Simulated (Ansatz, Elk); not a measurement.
**Dielectric function and optical constants of BaSrNCl (model structure)**

Wanted: where BaSrNCl (model structure) starts to absorb, how strongly, and its refractive index. The cell was made here by substitution or stacking, whether or not such a phase is known. It was built so: 1 of the 2 Ba atoms of the cell replaced by Sr in the R-3m structure of Ba2NCl. The cell is first relaxed with Ansatz.

Calculated with Elk 11.2.3 (patched build); DFT, LDA, all-electron APW+lo, Dirac cores, scalar-relativistic bands, independent-particle optical response without local fields.

The raw output is cut from this account; settings, times and results stay.

### Step 1. The structure

The structure is trigonal, space group R3m (No. 160). Conventional cell: a = 4.009 Å, b = 4.009 Å, c = 22.259 Å, α = 90.00°, β = 90.00°, γ = 120.00°. Nearest to Ba lie 3 N at 2.73 Å and 3 Cl at 3.24 Å. Sr has 3 N at 2.73 Å and 3 Cl at 3.24 Å nearest. Nearest to Cl lie 3 Ba at 3.24 Å and 3 Sr at 3.24 Å. N has 3 Sr at 2.73 Å and 3 Ba at 2.73 Å nearest. Farther neighbours, and contacts between anions beyond the nearest, are not listed.

### Step 2. Relaxation

Spectra hang on bond lengths, so the cell is first brought to its minimum.

This step: DFT, LDA, plane-wave PAW, default files, scalar-relativistic, relaxation (Ansatz 0.2.0).

File input.yaml:

```yaml
crystal:
  lattice:
    - [2.00445603, 1.15727323, 7.41964472]
    - [-2.00445603, 1.15727323, 7.41964472]
    - [0.0, -2.31454646, 7.41964472]
  atoms:
    - { symbol: Ba, position: [0.23145582, 0.23145582, 0.23145582] }
    - { symbol: Sr, position: [0.76854418, 0.76854418, 0.76854418] }
    - { symbol: Cl, position: [0.0, 0.0, 0.0] }
    - { symbol: "N", position: [0.5, 0.5, 0.5] }
kpoints:
  mp_grid: { grid: [7, 7, 7] }
scf:
  occupations: { method: fermi_dirac, width: 0.05 }
hamiltonian:
  xc: lda
output:
  forces: true
  stress: true
relax:
  f_tol: 0.02
  max_steps: 50
  cell: {}
```

On the command line:

```
ansatz run input.yaml --threads 2 --pin off --max-ram 5120MiB --backend cpu --events-out ev --progress --plain --runs-dir out
```

The job ended after 34 s (2 threads of Arm Neoverse V2, shared host; peak memory 0.39 GiB).

Relaxation path:

| step | energy less that of the first step (eV) | largest force component (eV/Å) | pressure (GPa) | volume (Å³) |
| --- | --- | --- | --- | --- |
| 1 | 0.0000 | 0.5586 | -4.19 | 103.27 |
| 2 | 0.1532 | 2.3926 | 3.82 | 92.09 |
| 3 | -0.1699 | 0.3629 | -2.33 | 98.12 |
| 4 | -0.2166 | 0.0760 | 0.98 | 92.65 |
| 5 | -0.2193 | 0.0264 | -0.20 | 94.41 |
| 6 | -0.2214 | 0.0195 | 0.02 | 94.10 |
| 7* | -0.2167 | 0.0198 | -0.06 | 94.10 |
| 8 | -0.2169 | 0.0056 | 0.00 | 93.98 |
| 9* | -0.2168 | 0.0056 | 0.00 | 93.98 |

Relaxation steps marked * repeat the geometry before them on a plane-wave basis chosen anew for their cell, so energy and pressure can jump there. Relaxation step 2 was tried and not accepted.

Forces are held to the 6 operations that the program found; a distortion that breaks them can't arise in this run.

| conventional cell, symmetrised | before | after | change |
| --- | --- | --- | --- |
| a (Å) | 4.009 | 3.879 | -3.2 % |
| b (Å) | 4.009 | 3.879 | -3.2 % |
| c (Å) | 22.259 | 21.631 | -2.8 % |
| volume (Å³/atom) | 25.82 | 23.49 | -9.0 % |

The atoms that moved most (Å, as changes of fractional coordinates times the final cell):

| atom | dx | dy | dz | length |
| --- | --- | --- | --- | --- |
| Cl3 | 0.000 | 0.000 | 0.166 | 0.166 |
| N4 | 0.000 | 0.000 | -0.087 | 0.087 |
| Ba1 | 0.000 | 0.000 | -0.042 | 0.042 |
| Sr2 | 0.000 | 0.000 | -0.036 | 0.036 |

Final coordinates:

```xyz
4
Lattice="1.9397 1.1199 7.2104 -1.9397 1.1199 7.2104 0.0000 -2.2398 7.2104" Properties=species:S:1:pos:R:3 pbc="T T T"
Ba    0.0000    0.0000    4.9642
Sr    0.0000    0.0000   16.5884
Cl    0.0000    0.0000    0.1658
N     0.0000    0.0000   10.7286
```

The relaxation ends with a largest force component of 0.0056 eV/Å and a pressure of 0.00 GPa.

### Step 3. Ground state

The self-consistent density comes first; it also tells whether there is a gap, which decides the occupations and the need for a Drude term.

This step: DFT, LDA, all-electron APW+lo, Dirac cores, scalar-relativistic bands, ground state (Elk 11.2.3 (patched build)).

File elk.in:

```
tasks
  0
  120

xctype
  3

nempty
  8

lorbcnd
  .true.

rgkmax
  7.0

swidth
  0.0018375

maxscl
  100

epsengy
  1e-05

sppath
  './'

avec
  3.6655146333 2.1162858602 13.6257657366
  -3.6655146333 2.1162858602 13.6257657366
  0.0000000000 -4.2325717205 13.6257657366

atoms
  4
  'Ba.in'
  1
  0.2294922583 0.2294922583 0.2294922583   0.000 0.000 0.000
  'Sr.in'
  1
  0.7668683198 0.7668683198 0.7668683198   0.000 0.000 0.000
  'Cl.in'
  1
  0.0076635765 0.0076635765 0.0076635765   0.000 0.000 0.000
  'N.in'
  1
  0.4959758454 0.4959758454 0.4959758454   0.000 0.000 0.000

ngridk
  6 6 6

vkloff
  0.0500 0.1500 0.2500
```

On the command line:

```
OMP_NUM_THREADS=2 elk
```

The job ended after 5.7 min (2 threads; peak memory 0.26 GiB; 11 min of CPU time).

Read from the output:

```
total energy           : -11824 Ha
Fermi energy           : 6.424 eV
DOS at the Fermi level : 7.21e-6 states/eV/cell
gap on the k-mesh      : 1.343 eV
direct gap on the mesh : 1.351 eV
```

There is a gap, 1.34 eV on this mesh (points off the mesh can give less), so no carriers' term is needed.

### Step 4. Independent particles

The spectrum is a sum over vertical transitions between filled and empty bands at the fixed density, so many empty bands are needed.

This step: DFT, LDA, all-electron APW+lo, Dirac cores, scalar-relativistic bands, independent-particle optical response without local fields (Elk 11.2.3 (patched build)).

elk.in, as its differences from that of step 3:

```diff
@@ -1,4 +1,7 @@
 tasks
-  0
-  120
+  121
+
+optcomp
+  1 1
+  3 3
 
@@ -17,9 +20,7 @@
 swidth
-  0.0018375
+  0.0073499
 
-maxscl
-  100
-
-epsengy
-  1e-05
+wplot
+  400 100 0
+  0.0 0.73499
```

On the command line:

```
OMP_NUM_THREADS=2 elk
```

Elapsed: 2.3 s, on 2 threads; peak memory 0.07 GiB.

Read from the output:

```
electronic dielectric constant ε∞, mean of the axes : 5.705
```

The Im ε has structure finer than the step of the table below, so its rows give means over 1 eV. Peaks (eV: height): E ∥ x 3.8: 4.53, 5.1: 4.58, 13.9: 2.01; E ∥ z 3.8: 3.64, 7.1: 4.88, 8.8: 4.93, 17.3: 2.36.

Sum at mesh points, not converged in k; values under the direct gap are tails of Lorentzian lines. Im ε against photon energy; means over each step:

| photon energy (eV) | E ∥ x | E ∥ z |
| --- | --- | --- |
| 1 | 0.224 | 0.185 |
| 2 | 1.41 | 1.48 |
| 3 | 3.35 | 2.85 |
| 4 | 4.13 | 3.47 |
| 5 | 4.34 | 3.12 |
| 6 | 3.87 | 3.48 |
| 7 | 3.44 | 4.31 |
| 8 | 3.23 | 3.81 |
| 9 | 2.99 | 4.49 |
| 10 | 2.55 | 2.87 |
| 11 | 2.23 | 2.10 |
| 12 | 1.88 | 1.37 |
| 13 | 1.62 | 1.08 |
| 14 | 1.82 | 1.33 |
| 15 | 1.53 | 1.38 |
| 16 | 1.74 | 1.78 |
| 17 | 1.61 | 2.19 |

The reflectivity at normal incidence has structure finer than the step of the table below, so its rows give means over 0.5 eV. Peaks (eV: height): E ∥ x 2.55: 22.7, 3.70: 23.1, 5.05: 22.2, 7.70: 19.6, 9.40: 18.7, 11.90: 16.1, 14.10: 14.4; E ∥ z 2.35: 21.4, 7.10: 23.7, 9.40: 29.4, 10.60: 25.7.

Sum at mesh points, not converged in k. Table of reflectivity at normal incidence by photon energy; means over each step:

| photon energy (eV) | E ∥ x (%) | E ∥ z (%) |
| --- | --- | --- |
| 0.5 | 17.3 | 16.6 |
| 1.0 | 18.0 | 17.3 |
| 1.5 | 19.3 | 18.6 |
| 2.0 | 20.9 | 20.6 |
| 2.5 | 22.5 | 21.0 |
| 3.0 | 21.5 | 19.1 |
| 3.5 | 22.0 | 19.8 |
| 4.0 | 21.2 | 19.3 |
| 4.5 | 21.2 | 18.8 |
| 5.0 | 21.7 | 16.6 |
| 5.5 | 21.7 | 17.3 |
| 6.0 | 19.4 | 18.6 |
| 6.5 | 18.3 | 19.3 |
| 7.0 | 18.0 | 22.8 |
| 7.5 | 18.8 | 20.1 |
| 8.0 | 18.3 | 19.4 |
| 8.5 | 16.7 | 22.1 |
| 9.0 | 17.4 | 27.5 |
| 9.5 | 18.1 | 28.4 |
| 10.0 | 16.9 | 22.5 |
| 10.5 | 15.3 | 24.5 |
| 11.0 | 14.4 | 22.0 |
| 11.5 | 15.6 | 20.0 |
| 12.0 | 15.4 | 15.0 |
| 12.5 | 10.5 | 10.9 |
| 13.0 | 9.65 | 7.02 |
| 13.5 | 11.0 | 5.38 |
| 14.0 | 13.8 | 7.03 |
| 14.5 | 11.1 | 7.90 |
| 15.0 | 9.64 | 7.05 |
| 15.5 | 10.3 | 7.88 |
| 16.0 | 11.8 | 9.40 |
| 16.5 | 13.3 | 12.3 |
| 17.0 | 12.9 | 14.5 |

The loss function −Im 1/ε at q → 0 has structure finer than the step of the table below, so its rows give means over 1 eV. Peaks (eV: height): E ∥ x 12.5: 0.586, 14.5: 0.604; E ∥ z 12.8: 0.775, 14.5: 0.506.

Sum at mesh points, not converged in k; values under the direct gap are tails of Lorentzian lines. The loss function −Im 1/ε at q → 0 by energy loss; means over each step:

| energy loss (eV) | E ∥ x | E ∥ z |
| --- | --- | --- |
| 1 | 0.00566 | 0.00516 |
| 2 | 0.0269 | 0.0303 |
| 3 | 0.0707 | 0.0754 |
| 4 | 0.106 | 0.105 |
| 5 | 0.139 | 0.134 |
| 6 | 0.196 | 0.134 |
| 7 | 0.218 | 0.163 |
| 8 | 0.263 | 0.200 |
| 9 | 0.290 | 0.213 |
| 10 | 0.365 | 0.348 |
| 11 | 0.402 | 0.479 |
| 12 | 0.507 | 0.710 |
| 13 | 0.472 | 0.673 |
| 14 | 0.491 | 0.453 |
| 15 | 0.523 | 0.446 |
| 16 | 0.492 | 0.382 |
| 17 | 0.579 | 0.410 |

At chosen wavelengths:

| wavelength (nm) | n x | k x | R (%) x | 1/α x | n z | k z | R (%) z | 1/α z |
| --- | --- | --- | --- | --- | --- | --- | --- | --- |
| 1550 | 2.45 | 0.024 | 17.6 | 5.1 µm | 2.39 | 0.022 | 16.9 | 5.7 µm |
| 1064 | 2.50 | 0.050 | 18.4 | 1.7 µm | 2.45 | 0.044 | 17.6 | 1.9 µm |
| 633 | 2.66 | 0.233 | 20.8 | 217 nm | 2.64 | 0.243 | 20.7 | 207 nm |
| 532 | 2.72 | 0.394 | 22.2 | 107 nm | 2.63 | 0.459 | 21.4 | 92 nm |
| 405 | 2.49 | 0.688 | 21.3 | 47 nm | 2.37 | 0.581 | 18.9 | 55 nm |
| 248 | 2.17 | 1.044 | 22.1 | 19 nm | 2.00 | 0.744 | 16.2 | 27 nm |
| 193 | 1.78 | 1.011 | 18.6 | 15 nm | 2.06 | 0.887 | 18.9 | 17 nm |

Below the direct gap, k and the depth come from the tails of the Lorentzian lines, not from transitions.

Rows near the edge hang on the gap, which this functional as a rule makes too small, and phonon-assisted absorption over an indirect gap is left out.

### Step 5. Outcome

* electronic dielectric constant ε∞, mean of the axes (independent particles): 5.70

What this shows: At this level (LDA, independent particles) BaSrNCl has a mean ε∞ = 5.70 and n = 2.45 at 1550 nm (E ∥ x). The cell shrank by 9.0 % in volume. On the mesh the gap is 1.34 eV and the least direct gap 1.35 eV. The static values by axis are 5.78 (x), 5.55 (z). Excitons and phonon-assisted transitions are missing, and so are local fields; LDA gaps are as a rule too small, which pulls the onset down and ε∞ up. Spin-orbit coupling is left out although heavy atoms are present. The sum runs over mesh points 0.32 Å⁻¹ apart with no interpolation, so peaks are partly noise of the mesh, and static values can be far off. The mesh is shifted off Γ, so gaps read from it can miss the band edges.

[Long decimals in the printed logs are rounded to 6 places.]

[Machine, clock and banner lines and Python warnings are left out of the logs.]

[Logs are printed without paths, hosts, clocks, repeated set-up lines and the standing remarks that a program may print on its own settings, such as how far it seeks lower states.]

[Hosts, paths, dates, database ids (printed as entryN), source tags and the programs' standing remarks are cut or masked in the printed files.]

[Where Elk ran, warnings of its patched build on accuracy (core leakage, angular cutoffs, spin-orbit splittings, empty states, lower magnetic states) are left out.]

[Where the starting crystal was built by hand or by swapping elements, it need not be the compound's stable phase.]

[The count of steps not shown may lack steps that the program refused or didn't finish.]
